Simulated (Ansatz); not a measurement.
**Optical response of CaO (Lime)**

What colour and refractive index does CaO (Lime) have at this level of theory?

Calculated with Ansatz 0.2.0; DFT, PBE, plane-wave PAW, default files, scalar-relativistic, independent-particle optical response without local fields.

This is a report of a sequence of runs, with the program logs left out and the cost of each run kept.

### 1. The system as given

Symmetry: Fm-3m, No. 225, cubic system. The conventional cell has a = 4.813 Å, b = 4.813 Å, c = 4.813 Å, α = 90.00°, β = 90.00°, γ = 90.00°. Nearest to Ca lie 6 O at 2.41 Å. O has 6 Ca at 2.41 Å nearest. Farther neighbours, and contacts between anions beyond the nearest, are not listed.

### 2. Ground state and bands

The self-consistent density comes first; it also tells whether there is a gap, which decides the occupations and the need for a Drude term.

This step: DFT, PBE, plane-wave PAW, default files, scalar-relativistic, ground state (Ansatz 0.2.0).

input.yaml

```yaml
crystal:
  lattice:
    - [0.0, 2.4065, 2.4065]
    - [2.4065, 0.0, 2.4065]
    - [2.4065, 2.4065, 0.0]
  atoms:
    - { symbol: Ca, position: [0.0, 0.0, 0.0] }
    - { symbol: O, position: [0.5, 0.5, 0.5] }
kpoints:
  mp_grid: { grid: [8, 8, 8] }
  band_path:
    path:
      - [[0.0, 0.0, 0.0], [0.5, 0.0, 0.5], [0.5, 0.25, 0.75], [0.375, 0.375, 0.75], [0.0, 0.0, 0.0], [0.5, 0.5, 0.5], [0.625, 0.25, 0.625], [0.5, 0.25, 0.75], [0.5, 0.5, 0.5], [0.375, 0.375, 0.75]]
      - [[0.625, 0.25, 0.625], [0.5, 0.0, 0.5]]
    npoints: 6
scf:
  occupations: { method: fermi_dirac, width: 0.05 }
  n_extra_bands: 6
hamiltonian:
  xc: pbe
  pseudopotentials: { kind: paw }
output:
  forces: true
  stress: true
  populations: true
  write_bands: true
  write_density: true
  write_potential: true
  elf: true
  volumetric_format: npy
```

Command:

```console
$ ansatz run input.yaml --threads 4 --pin off --max-ram 8192MiB --backend cpu --events-out ev --progress --plain --runs-dir out
```

It took 1.8 s on 4 threads of Intel Xeon Platinum 8488C (Sapphire Rapids), shared host; peak memory 0.34 GiB; 3.1 s of CPU time.

Read from the output:

```
free energy                  : -2387.7218 eV
Fermi energy                 : 9.487 eV
gap by band count            : 3.656 eV
electrons                    : 16
symmetry operations          : 48
pressure                     : 1.199 GPa
gap on the k-mesh            : 3.656 eV
volume                       : 27.87 Å³
gap on the path              : 3.656 eV
least direct gap on the path : 4.030 eV
```

There is a gap, 3.66 eV on the path, so no carriers' term is needed. The cell is left with a pressure of 1.2 GPa, as it stands unrelaxed at this level.

Electronic bands along the path, in eV, zero at the Fermi level; v1 is the highest filled band, c1 the lowest empty one:

```tsv
point	v3	v2	v1	c1	c2	c3	c4
Γ	-1.84	-1.84	-1.84	2.86	4.39	4.39	4.39
halfway	-3.50	-2.13	-2.13	2.88	4.75	6.21	6.21
X	-3.14	-2.21	-2.21	1.82	6.18	7.04	7.67
halfway	-3.09	-2.68	-2.50	2.64	6.41	6.45	7.55
W	-3.11	-2.89	-2.89	4.47	4.47	6.52	7.68
halfway	-3.14	-3.01	-2.71	3.63	5.49	6.60	7.50
K	-3.17	-3.04	-2.61	3.30	6.14	6.70	7.19
halfway	-3.63	-2.76	-2.39	4.26	5.18	5.36	6.18
Γ	-1.84	-1.84	-1.84	2.86	4.39	4.39	4.39
halfway	-3.36	-2.49	-2.49	4.41	5.00	5.34	5.34
L	-4.45	-3.02	-3.02	5.20	6.50	6.50	6.64
halfway	-4.00	-2.98	-2.89	4.71	5.49	6.69	7.18
U	-3.17	-3.04	-2.61	3.30	6.14	6.70	7.19
halfway	-3.14	-3.01	-2.71	3.63	5.49	6.60	7.50
W	-3.11	-2.89	-2.89	4.47	4.47	6.52	7.68
halfway	-3.87	-2.96	-2.88	4.90	4.98	6.90	7.07
L	-4.45	-3.02	-3.02	5.20	6.50	6.50	6.64
halfway	-4.00	-2.98	-2.89	4.71	5.49	6.69	7.18
K	-3.17	-3.04	-2.61	3.30	6.14	6.70	7.19
jump to U	-3.17	-3.04	-2.61	3.30	6.14	6.70	7.19
halfway	-3.12	-2.53	-2.34	2.25	6.37	7.08	7.29
X	-3.14	-2.21	-2.21	1.82	6.18	7.04	7.67
```

Electrostatic potential energy in the ac plane of the conventional cell at fractional y = 0.000, with atoms of Ca and O within 0.2 Å of it. With pseudopotentials it is smooth inside the atoms' cores, unlike the true potential.

Ten even steps from '_' (-53 eV) to '@' (11 eV), each cell a mean:
```
__::**@@@@##--::++@@@@%%==__
==++%%@@@@@@####%%@@@@%%##==
%%%%@@@@@@@@@@@@@@@@@@@@@@%%
@@@@@@@@@@@@%%%%%%@@@@@@@@@@
##@@@@@@%%##++==**%%@@@@@@%%
::++@@@@%%==____::**@@@@##--
..==%%@@##--____..**@@@@**::
==##@@@@%%++::..==##@@@@%%++
@@@@@@@@@@%%****##%%@@@@@@@@
@@@@@@@@@@@@@@@@@@@@@@@@@@@@
**##%%@@@@@@@@@@@@@@@@@@%%##
::==##@@@@%%++==##@@@@%%++::
__..**@@@@**::..==@@@@##--__
```

ELF in the ac plane of the conventional cell at fractional y = 0.000, with atoms of Ca and O within 0.2 Å of it. It is the smooth field of the valence electrons, not physical close to the nuclei.

Ten even steps from '_' (0.05) to '@' (0.84), each cell a mean:
```
@@@@**..++@@####@@%%::--@@@@
@@%%--__==%%@@@@%%**....**%%
--..____..--======::____..::
==--::______::::..____..----
@@%%**....**%%@@##--__==%%@@
##@@%%::--@@@@@@@@**..++@@%%
++%%%%::==@@@@@@@@##..++@@**
%%@@##::::%%@@@@@@++..++@@@@
####==..__--****==..__--**##
....________......______....
**==..__::**####**==..__::++
@@@@++..++@@@@%%@@##::::%%@@
@@@@##..++@@##++%%%%::==@@@@
```

### 3. Spectrum

With the density converged, the vertical transitions are summed over the zone.

This step: DFT, PBE, plane-wave PAW, default files, scalar-relativistic, independent-particle optical response without local fields (Ansatz 0.2.0).

input.yaml, the sections that differ from step 2:

```yaml
kpoints:
  mp_grid: { grid: [8, 8, 8] }
scf:
  occupations: { method: fixed }
output:
  optics:
    e_range: [0, 22]
    de: 0.05
    sigma: 0.15
    nscf_kmesh: { grid: [12, 12, 12] }
    bands: { spectra_wanted_up_to: 22 }
# crystal, hamiltonian: as in step 2
```

Wall time 4 s (4 threads); peak memory 0.63 GiB; 13 s of CPU time.

Read-outs:

| Property | Result |
| --- | --- |
| electronic dielectric constant ε∞, mean of the axes | 3.919 |
| absorption onset, first axis (α over 10⁴ cm⁻¹, or the direct gap if that lies higher) | 4.030 eV |
| main peak of Im epsilon, first axis | 9.514 eV |
| centre of weight of the strongest loss peak in the window | 12.06 eV |
| least direct gap on the mesh | 4.030 eV |
| bands summed | 26 |
| spectra valid up to | 27.49 eV |
| program's estimate of the k-sum error in Im epsilon | 0.13 % |
| electrons in the f-sum | 10.61 |

The Im ε, any direction has structure finer than the step of the table below, so its rows give means over 1 eV. Peaks (eV: height): 8.4: 6.01, 9.5: 7.28, 14.9: 1.99.

Table of Im ε, any direction by photon energy; means over each step:

photon energy (eV), Im ε, any direction and a bar:
```
        3       0.00 
        4       0.51 ###
        5       2.20 ############
        6       3.16 #################
        7       3.33 ##################
        8       4.86 ##########################
        9       5.56 ##############################
       10       4.72 #########################
       11       1.61 #########
       12       0.40 ##
       13       0.38 ##
       14       0.40 ##
       15       1.46 ########
       16       1.18 ######
       17       1.02 ######
       18       0.86 #####
       19       0.94 #####
       20       0.56 ###
       21       0.53 ###
```

Re ε, any direction against photon energy:

```tsv
photon energy (eV)	Re ε, any direction
0	3.92
1	3.97
2	4.13
3	4.50
4	5.83
5	5.57
6	4.84
7	4.07
8	4.54
9	2.49
10	-2.27
11	-1.61
12	-0.0374
13	0.719
14	1.40
15	1.38
16	1.00
17	0.912
18	1.14
19	0.715
20	1.09
21	1.34
22	1.75
```

The loss function −Im 1/ε at q → 0, any direction has structure finer than the step of the table below, so its rows give means over 1 eV. Peaks (eV: height): 12.1: 2.59, 18.9: 0.689.

The loss function −Im 1/ε at q → 0, any direction by energy loss; means over each step:

```tsv
energy loss (eV)	loss function −Im 1/ε at q → 0, any direction
3	0
4	0.0141
5	0.0615
6	0.0977
7	0.119
8	0.118
9	0.159
10	0.185
11	0.317
12	1.72
13	0.639
14	0.193
15	0.318
16	0.493
17	0.531
18	0.416
19	0.575
20	0.376
21	0.254
```

Table of refractive index n and extinction k by photon energy:

```tsv
photon energy (eV)	n	k
0	1.98	0
1	1.99	0
2	2.03	0
3	2.12	0
4	2.42	0.0506
5	2.41	0.471
6	2.31	0.695
7	2.16	0.766
8	2.37	1.05
9	1.95	1.15
10	1.17	1.91
11	0.570	1.39
12	0.422	0.464
13	0.876	0.222
14	1.20	0.170
15	1.37	0.704
16	1.12	0.508
17	1.06	0.470
18	1.12	0.321
19	0.959	0.452
20	1.07	0.254
21	1.18	0.240
22	1.33	0.187
```

The reflectivity at normal incidence, any direction by photon energy; read off at these points:

photon energy (eV), reflectivity at normal incidence, any direction (%) and a bar:
```
     0.00       10.8 #####
     0.50       10.9 #####
     1.00       11.0 #####
     1.50       11.2 #####
     2.00       11.6 ######
     2.50       12.1 ######
     3.00       12.9 ######
     3.50       14.1 #######
     4.00       17.2 #########
     4.50       18.1 #########
     5.00       18.6 #########
     5.50       18.7 #########
     6.00       19.2 ##########
     6.50       18.4 #########
     7.00       18.3 #########
     7.50       19.0 ##########
     8.00       23.9 ############
     8.50       27.8 ##############
     9.00       22.2 ###########
     9.50       35.4 ##################
    10.00       44.0 ######################
    10.25       45.7 #######################
    10.50       40.8 #####################
    11.00       48.2 #########################
    11.50       58.7 ##############################
    12.00       24.6 ############
    12.50        5.6 ###
    13.00        1.8 #
    13.50        0.7 
    14.00        1.4 
    14.50        3.5 #
    15.00       10.3 #####
    15.50        7.5 ####
    16.00        5.7 ###
    16.50        6.0 ###
    17.00        5.0 ##
    17.50        4.2 ##
    18.00        2.5 #
    18.50        6.2 ###
    18.75        7.4 ###
    19.00        5.1 ##
    19.50        2.4 #
    20.00        1.6 
    20.50        1.5 
    21.00        1.9 #
    21.50        1.6 #
    22.00        2.7 #
```

From ε follow the optical constants at some laser lines:

```tsv
wavelength (nm)	n	k	R (%)	1/α
1550	1.99	0.000	10.9	over 1 mm
1064	2.00	0.000	11.1	over 1 mm
800	2.01	0.000	11.3	over 1 mm
633	2.03	0.000	11.6	over 1 mm
365	2.18	0.000	13.8	over 1 mm
308	2.43	0.067	17.4	366 nm
193	2.19	0.764	18.6	20 nm
```

Rows near the edge hang on the gap, which this functional as a rule makes too small, and phonon-assisted absorption over an indirect gap is left out.

A film 1 µm thick would pass 79 % of daylight and look colourless in transmission (x = 0.314, y = 0.331).

The first strong peak, at 8.42 eV, fits the highest filled and the second-lowest empty band, which run nearly parallel at that distance over 57 % of L–U; the match rests on energies alone.

The f-sum over the summed bands holds 10.6 of the cell's 16 electrons outside the frozen cores, 10 of which lie in bands more than 12 eV below the Fermi level, whose transitions come at higher energies. Up to 22 eV the strength has a mean oscillator energy of 9.4 eV, and these transitions give 85 % of ε∞ − 1 along x; the rest comes from higher ones.

### 4. Static response with local fields

A static field by perturbation theory: the induced potential is included, and the Born charges come with it.

This step: DFT, PBE, plane-wave PAW, default files, scalar-relativistic, static field response by perturbation theory with local fields (Ansatz 0.2.0).

input.yaml, the sections that differ from step 3:

```yaml
dielectric: {}
# crystal, kpoints, scf, hamiltonian: as in step 3
# output: removed
```

It took 6.4 s on 4 threads; peak memory 0.45 GiB.

Read-outs:

| Quantity | Value |
| --- | --- |
| electronic dielectric constant ε∞, mean of the axes | 3.791 |

ε∞ with local fields:

```
3.79 0.00 0.00
0.00 3.79 0.00
0.00 0.00 3.79
```

Diagonal elements. Born, by row:

```tsv
atom	Z*xx (e)	Z*yy (e)	Z*zz (e)
Ca1	2.355	2.355	2.355
O2	-2.355	-2.355	-2.355
```

Mean Born charges are Ca +2.35 and O -2.35, against formal valences of +2 and -2. The largest lies a little above its ionic value.

### 5. Summary of results

| Property | Result |
| --- | --- |
| gap on the path | 3.66 eV |
| least direct gap on the path | 4.03 eV |
| electronic dielectric constant ε∞, mean of the axes (independent particles) | 3.92 |
| absorption onset, first axis (α over 10⁴ cm⁻¹, or the direct gap if that lies higher) | 4.03 eV |
| main peak of Im epsilon, first axis | 9.51 eV |
| centre of weight of the strongest loss peak in the window, first axis | 12.1 eV |
| electronic dielectric constant ε∞, mean of the axes (static response with local fields) | 3.79 |

At this level (PBE, independent particles) CaO has ε∞ = 3.92 (3.79 with local fields) and n = 1.99 at 1550 nm; absorption sets in near 4.0 eV, and Im ε peaks at 9.5 eV. The gap is indirect (3.66 eV), so absorption without phonons can begin only at the direct gap of 4.03 eV. Lines 0.15 eV wide carry a tail of absorption under the direct gap, past the threshold already at 3.94 eV. Absorption is strong from the direct gap on, 4.03 eV, in the ultraviolet, so the visible is passed. The strongest loss structure up to 22 eV has its centre of weight at 12.1 eV; a free-electron gas of the 10.6 electrons in the f-sum would put its plasmon at 22.9 eV. The first strong peak, at 8.42 eV, fits the highest filled and the second-lowest empty band, which run nearly parallel at that distance over 57 % of L–U; the match rests on energies alone. A film 1 µm thick would pass 79 % of daylight and look colourless in transmission (x = 0.314, y = 0.331). With local fields and the functional's kernel the static response is 3.79 against 3.92 for independent particles (-3 %). In the base spectrum excitons and phonon-assisted transitions are missing, and so are local fields; PBE gaps are as a rule too small, which pulls the onset down and ε∞ up. In the base run ε includes the program's bounded estimate of what the bands above those summed add.

[Long decimals in the printed logs are rounded to 6 places.]

[Logs are printed without paths, hosts, clocks, repeated set-up lines and the standing remarks that a program may print on its own settings, such as how far it seeks lower states.]

[Hosts, paths, dates, database ids (printed as entryN), source tags and the programs' standing remarks are cut or masked in the printed files.]

[Where the starting crystal was built by hand or by swapping elements, it need not be the compound's stable phase.]

[The count of steps not shown may lack steps that the program refused or didn't finish.]
